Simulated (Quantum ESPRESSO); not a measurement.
## BN (F-43m): from Born charge to LO-TO splitting

Aim: work out the LO frequency and the static dielectric constant of BN (F-43m) from one linear-response run, then check them.

Main program and level: Quantum ESPRESSO 7.5; DFT LDA, scalar-relativistic, plane waves, PseudoDojo norm-conserving pseudopotentials.

## 1. Starting point

Symmetry: F-43m, No. 216, cubic system. The conventional cell has a = 3.581 Å, b = 3.581 Å, c = 3.581 Å, α = 90.00°, β = 90.00°, γ = 90.00°. Nearest to B lie 4 N at 1.55 Å. Nearest to N lie 4 B at 1.55 Å. Farther neighbours and most contacts between anions are not listed.

Coordinates:

```
CELL_PARAMETERS angstrom
-1.79068 0.00000 1.79068
0.00000 1.79068 1.79068
-1.79068 1.79068 0.00000
ATOMIC_POSITIONS crystal
B 0.00000 0.00000 0.00000
N 0.75000 0.75000 0.75000
```

## 2. What the response run gave

A linear-response run on the relaxed cell, with the response to an electric field; only its zone-centre results are used. Cutoff 92 Ry, k mesh 12×12×12.

The program printed:

```text
[banners, grids, parts of the stress and lines that vanish by symmetry left out]
Program PHONON v.7.5
     Reading xml data from directory:

[...]
Exchange-correlation= PW
                           (   1   4   0   0   0   0   0)
[...]
kinetic-energy cut-off    =      92.0000  Ry
     charge density cut-off    =     368.0000  Ry
     convergence threshold     =      1.0E-18
[...]
Exchange-correlation= PW
                           (   1   4   0   0   0   0   0)
[...]
q = (   0.0000000   0.0000000   0.0000000 )
     25 Sym.Ops. (with q -> -q+G )
     G cutoff =  426.9550  (   9257 G-vectors)     FFT grid: ( 30, 30, 30)
     number of k points=    72
[...]
Mode symmetry, T_d (-43m)  point group:
[...]
Dielectric constant
[...]
End of electric fields calculation
          Dielectric constant in cartesian axis
          (       4.506765136       0.000000000      -0.000000000 )
          (       0.000000000       4.506765136       0.000000000 )
          (      -0.000000000       0.000000000       4.506765136 )
          Effective charges (d Force / dE) in cartesian axis without acoustic sum rule applied (asr)
           atom    1  B     Mean Z*:        1.87837
      Ex  (        1.87837       -0.00000       -0.00000 )
      Ey  (       -0.00000        1.87837        0.00000 )
      Ez  (       -0.00000        0.00000        1.87837 )
           atom    2  N     Mean Z*:       -1.87840
      Ex  (       -1.87840        0.00000        0.00000 )
      Ey  (        0.00000       -1.87840       -0.00000 )
      Ez  (        0.00000       -0.00000       -1.87840 )
          Effective charges Sum: Mean:       -0.00003
[...]
Effective charges (d Force / dE) in cartesian axis with asr applied:
           atom    1  B     Mean Z*:        1.87838
[...]
atom    2  N     Mean Z*:       -1.87838
[...]
Representation #   1 modes #   1   2   3
[...]
End of self-consistent calculation
     Convergence has been achieved
     Representation #   2 modes #   4   5   6
[...]
End of self-consistent calculation
     Convergence has been achieved
[...]
Dielectric constant in cartesian axis
          (       4.506765136       0.000000000      -0.000000000 )
          (       0.000000000       4.506765136       0.000000000 )
          (      -0.000000000       0.000000000       4.506765136 )
          Effective charges (d Force / dE) in cartesian axis without acoustic sum rule applied (asr)
           atom    1  B     Mean Z*:        1.87837
      Ex  (        1.87837       -0.00000       -0.00000 )
      Ey  (       -0.00000        1.87837        0.00000 )
      Ez  (       -0.00000        0.00000        1.87837 )
           atom    2  N     Mean Z*:       -1.87840
      Ex  (       -1.87840        0.00000        0.00000 )
      Ey  (        0.00000       -1.87840       -0.00000 )
      Ez  (        0.00000       -0.00000       -1.87840 )
          Effective charges Sum: Mean:       -0.00003
[...]
Effective charges (d Force / dE) in cartesian axis with asr applied:
           atom    1  B     Mean Z*:        1.87838
[...]
atom    2  N     Mean Z*:       -1.87838
[...]
q = (    0.000000000   0.000000000   0.000000000 )
[...]
freq (    1) =      -0.069478 [THz] =      -2.317534 [cm-1]
     freq (    2) =      -0.069478 [THz] =      -2.317534 [cm-1]
     freq (    3) =      -0.069478 [THz] =      -2.317534 [cm-1]
     freq (    4) =      32.036602 [THz] =    1068.626016 [cm-1]
     freq (    5) =      32.036602 [THz] =    1068.626016 [cm-1]
     freq (    6) =      32.036602 [THz] =    1068.626016 [cm-1]
[...]
Mode symmetry, T_d (-43m)  point group:
     freq (   1-   3) =         -2.3  [cm-1]   --> T_2  G_15 P_4   I+R
     freq (   4-   6) =       1068.6  [cm-1]   --> T_2  G_15 P_4   I+R

   JOB DONE.
```

```tsv
quantity	value
cell volume Ω (Å³)	11.484
mass of B (u)	10.810
mass of N (u)	14.007
Born charge of B, raw (e)	1.878
Born charge of N, raw (e)	-1.878
ε∞	4.507
ω(TO) after the sum rule (cm⁻¹)	1068.6
```

## 3. The calculation

The charges must sum to zero over the cell; taking off their mean, 0.000 e, leaves Z* = 1.878 e on B. In the polar mode B moves against N, so the reduced mass is μ = 10.81 × 14.01 / 24.82 = 6.101 u.

A longitudinal wave builds up a field that adds to the restoring force: ω(LO)² = ω(TO)² + 4π Z*² / (μ Ω ε∞), in Hartree atomic units. With μ = 11122 electron masses and Ω = 77.50 bohr³ the second term is 1.1414e-05 Ha², or 549824 cm⁻² (1 Ha = 219474.6 cm⁻¹).

So ω(LO) = √(1141970 + 549824) = 1300.7 cm⁻¹, and by the Lyddane-Sachs-Teller relation ε₀ = ε∞ (ω(LO)/ω(TO))² = 6.68.

## 4. Check against the program

The analysis program adds the same non-analytic term to the full matrix, here for q along (1 0 0).

The program printed:

```text
[banner, memory and clock lines left out]
Program DYNMAT v.7.5

     Reading Dynamical Matrix from file g.dyn
     ...Force constants read
     ...epsilon and Z* read

     Polarizability (A^3 units)
     multiply by 0.461059 for Clausius-Mossotti correction
         3.204655    0.000000   -0.000000
         0.000000    3.204655    0.000000
        -0.000000    0.000000    3.204655

     IR activities are in (D/A)^2/amu units

# mode   [cm-1]    [THz]      IR
    1     -0.00   -0.0000    0.0000
    2     -0.00   -0.0000    0.0000
    3      0.00    0.0000    0.0000
    4   1068.63   32.0367   13.3418
    5   1068.63   32.0367   13.3418
    6   1300.69   38.9936   13.3418
```

ε₀ comes from the program's run without a direction of q.

```tsv
quantity	by hand	program
ω(LO) (cm⁻¹)	1300.7	1300.7
ε₀	6.68	6.68
```

## 5. Summary of results

* TO mode: 1069 cm⁻¹
* LO mode: 1301 cm⁻¹
* static dielectric constant: 6.677

**Reading.** The LO mode of BN (F-43m) lies at 1301 cm⁻¹, 232 cm⁻¹ above the TO mode; the formula meets the program within 0.1 cm⁻¹, as it must for a cubic crystal with one polar mode. ω(LO)² − ω(TO)² goes with Z*²/ε∞: an error of 5 % in ε∞ would move the LO mode by 10.1 cm⁻¹, and semilocal functionals tend to overestimate ε∞. These are harmonic values at zero temperature, at the volume of this functional, for the structure held cubic; stability elsewhere in the zone is no part of this calculation.

[Host names and launcher messages were left out of these logs when they were recorded.]

[Logs are printed without paths, hosts, clocks, repeated set-up lines and the standing remarks that a program may print on its own settings, such as how far it seeks lower states.]

[Hosts, paths, dates, database ids (printed as entryN), source tags and the programs' standing remarks are cut or masked in the printed files.]
